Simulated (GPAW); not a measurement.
# Cutoff, mesh and smearing for a 3-layer slab of Ir(111), part 2 of 2

Aim: the settings at which the work function of a 3-layer slab of Ir(111) stops moving.

GPAW 26.7.0; GPAW, PAW setups; slab in vacuum.

So far, upper work function (eV): 5.38 in steps 2, 3 and 6.

**9. K mesh 20×20: kpts = [20, 20]**

The mesh in the plane samples the bands: a metal's Fermi level needs it dense, and band edges must lie on it.

run.py

```python
import json
import numpy as np
from ase import Atoms
from gpaw import GPAW, PW

slab = Atoms(
    ['Ir', 'Ir', 'Ir'],
    positions=[
        [1.35765, 0.78384, 7.00000],
        [2.71529, 1.56767, 9.18204],
        [0.00000, 0.00000, 11.36452]],
    cell=[[2.71529, 0.0, 0.0], [1.35765, 2.35151, 0.0], [0.0, 0.0, 18.43405]],
    pbc=[True, True, False])

slab.calc = GPAW(mode=PW(400), xc='PBE', kpts={'size': (20, 20, 1), 'gamma': True},
                 occupations={'name': 'fermi-dirac', 'width': 0.1}, nbands='140%',
                 convergence={'density': 1e-05}, maxiter=200,
                 poissonsolver={'dipolelayer': 'xy'},
                 symmetry={'tolerance': 1e-3}, txt='slab.txt')
result = {}
energy = slab.get_potential_energy()
fermi = slab.calc.get_fermi_level()
v = slab.calc.get_electrostatic_potential().mean((0, 1)) - fermi
n = slab.calc.get_pseudo_density().mean((0, 1))
L = slab.cell[2, 2]
z = np.arange(len(v)) * L / len(v)
low, high = slab.positions[:, 2].min(), slab.positions[:, 2].max()
below, above = np.interp([low - 4.8, high + 4.8], z, v)
slopes = [np.interp(x, z, np.gradient(v, z)) for x in (low - 4.8, high + 4.8)]
eps = np.array([[slab.calc.get_eigenvalues(k, s) for k in range(len(slab.calc.get_ibz_k_points()))]
                for s in range(slab.calc.get_number_of_spins())]) - fermi
top, bottom = eps[eps < 0].max(), eps[eps > 0].min()
dipole = slab.get_dipole_moment()[2]
print(f'energy {energy:.4f} eV, Fermi level {fermi:.4f} eV, dipole {dipole:.5f} e A')
print(f'potential 4.8 A off the faces, from the Fermi level: lower {below:.4f} eV, upper {above:.4f} eV')
print(f'slope of the potential there: lower {slopes[0]:.5f}, upper {slopes[1]:.5f} eV/A')
print(f'nearest levels on the mesh: {top:.4f} and {bottom:.4f} eV')
print('magnetic moment', round(slab.get_magnetic_moment(), 3))
result.update(energy=energy, fermi=fermi, dipole=dipole, below=below, above=above, slopes=slopes, edges=[top, bottom],
              z=z.tolist(), v=v.tolist(), n=n.tolist(), positions=slab.positions.tolist(),
              forces=slab.get_forces(apply_constraint=False).tolist(), moments=slab.get_magnetic_moments().tolist())
json.dump(result, open('result.json', 'w'))
```

Command:

```bash
> OMP_NUM_THREADS=1 OPENBLAS_NUM_THREADS=1 python run.py
```

The program printed:

```text
energy -26.2172 eV, Fermi level 1.9232 eV, dipole 0.00006 e A
potential 4.8 A off the faces, from the Fermi level: lower 5.3840 eV, upper 5.3834 eV
slope of the potential there: lower -0.00060, upper 0.00042 eV/A
nearest levels on the mesh: -0.0111 and 0.0010 eV
magnetic moment 0.0
```

It took 77 s on 1 thread of Intel Xeon Platinum 8259CL at 2.50GHz (Skylake/Cascade Lake), shared host; peak memory 0.21 GiB.

Numbers from this step:

| Item | Value |
| --- | --- |
| dipole along the normal | 6.37e-5 e·Å |
| levels nearest the Fermi level on the mesh | -0.01109, 9.99e-4 eV from the Fermi level |
| upper work function | 5.383 eV |
| lower work function | 5.384 eV |

The upper face's work function is 5.383 eV, against 5.384 eV in the first plane-wave PBE run at this geometry.

**10. Scheme Methfessel-Paxton of order 0 (Gaussian), smearing 0.2**

Smearing changes the occupations near the Fermi level, and with them the level itself. Smearing helps the SCF of a metal converge, but it blurs occupations at band edges near the Fermi level.

Edit run.py of step 9 so:

```diff
@@ -14,4 +14,4 @@
 
-slab.calc = GPAW(mode=PW(400), xc='PBE', kpts={'size': (20, 20, 1), 'gamma': True},
-                 occupations={'name': 'fermi-dirac', 'width': 0.1}, nbands='140%',
+slab.calc = GPAW(mode=PW(400), xc='PBE', kpts={'size': (13, 13, 1), 'gamma': True},
+                 occupations={'name': 'methfessel-paxton', 'width': 0.2}, nbands='140%',
                  convergence={'density': 1e-05}, maxiter=200,
```

The program printed:

```text
energy -26.2113 eV, Fermi level 1.9171 eV, dipole 0.00005 e A
potential 4.8 A off the faces, from the Fermi level: lower 5.3789 eV, upper 5.3786 eV
slope of the potential there: lower -0.00058, upper 0.00040 eV/A
nearest levels on the mesh: -0.0294 and 0.0087 eV
magnetic moment 0.0
```

Run time: 41 s. Hardware: 1 thread; peak memory 0.18 GiB.

Numbers from this step:

* dipole along the normal: 5.21e-5 e·Å
* levels nearest the Fermi level on the mesh: -0.02945, 0.008714 eV from the Fermi level
* upper work function: 5.379 eV
* lower work function: 5.379 eV

The upper face's work function is 5.379 eV, against 5.384 eV in the first plane-wave PBE run at this geometry.

**11. The ladder**

Times are for 1 thread of Intel Xeon Platinum 8259CL at 2.50GHz (Skylake/Cascade Lake), shared host. The runs compared:

```tsv
no.	run	upper work function (eV)	time	memory (GiB)
1	pw	5.384	40 s	0.18
2	cutoff 700	5.385	1.7 min	0.27
3	k mesh 20×20	5.383	77 s	0.21
4	scheme Methfessel-Paxton of order 0 (Gaussian), smearing 0.2	5.379	41 s	0.18
```

**12. Without the dipole layer**

The dipole layer is taken out and the cell repeats along the normal.

Edit run.py of step 10 so:

```diff
@@ -12,8 +12,7 @@
     cell=[[2.71529, 0.0, 0.0], [1.35765, 2.35151, 0.0], [0.0, 0.0, 18.43405]],
-    pbc=[True, True, False])
+    pbc=[True, True, True])
 
 slab.calc = GPAW(mode=PW(400), xc='PBE', kpts={'size': (13, 13, 1), 'gamma': True},
-                 occupations={'name': 'methfessel-paxton', 'width': 0.2}, nbands='140%',
+                 occupations={'name': 'fermi-dirac', 'width': 0.1}, nbands='140%',
                  convergence={'density': 1e-05}, maxiter=200,
-                 poissonsolver={'dipolelayer': 'xy'},
                  symmetry={'tolerance': 1e-3}, txt='slab.txt')
```

The program printed:

```text
energy -26.2117 eV, Fermi level 1.9145 eV, dipole 0.00010 e A
potential 4.8 A off the faces, from the Fermi level: lower 5.3843 eV, upper 5.3841 eV
slope of the potential there: lower -0.00047, upper 0.00051 eV/A
nearest levels on the mesh: -0.0294 and 0.0096 eV
magnetic moment 0.0
```

Elapsed: 34 s, on 1 thread; peak memory 0.18 GiB.

The run finished with changed settings (dipole = false and pbc_z = true); it serves as a test.

Side by side:

```tsv
quantity	this run	sound run	difference
upper work function (eV)	5.3841	5.3837	4.1e-4
lower work function (eV)	5.3843	5.3843	2.4e-5
```

**13. Side by side**

Results and costs are gathered.

This step: comparison of work functions, dipole and cost (GPAW 26.7.0).

Ladder, by row:

```tsv
step	code	work function, upper (eV)	work function, lower (eV)	dipole (e Å)	wall time (s)	peak memory (GiB)	threads
pw	GPAW	5.384	5.384	6.16e-5	39.74	0.18	1
ecut200	GPAW	5.405	5.403	1.08e-4	18.21	0.14	1
ecut300	GPAW	5.389	5.389	8.98e-5	29.47	0.16	1
ecut700	GPAW	5.385	5.385	8.36e-5	103.1	0.27	1
k4	GPAW	5.618	5.619	6.33e-5	11.77	0.16	1
k8	GPAW	5.327	5.327	6.09e-5	21.7	0.17	1
k20	GPAW	5.383	5.384	6.37e-5	76.76	0.21	1
smear	GPAW	5.379	5.379	5.21e-5	40.98	0.18	1
nodip	GPAW	5.384	5.384	1.04e-4	34.16	0.18	1
```

**14. Outcome**

```yaml
work_function_both_faces: 5.38 eV
dipole_along_the_normal: 6.2e-5 e Å, near the numerical noise
```

With plane waves and PBE the work function is 5.38 eV on the upper face and 5.38 eV on the lower. The other smearing (Gaussian of 0.2 eV in place of Fermi-Dirac of 0.1) moves the two faces by -0.0051 and -0.0054 eV on the same mesh; a mesh is converged only for its smearing. Over the sound runs of the table the upper face's work function spans 5.379 (smear) to 5.385 eV (ecut700). The slab is only 4.4 Å thick between its outer nuclei, so the values belong to this film more than to the surface of the bulk metal. The in-plane lattice was kept as typed, which isn't the functional's own and leaves some strain; spin-orbit coupling and temperature are left out.

[Logs are printed without paths, hosts, clocks, repeated set-up lines and the standing remarks that a program may print on its own settings, such as how far it seeks lower states.]

[Hosts, paths, dates, database ids (printed as entryN), source tags and the programs' standing remarks are cut or masked in the printed files.]
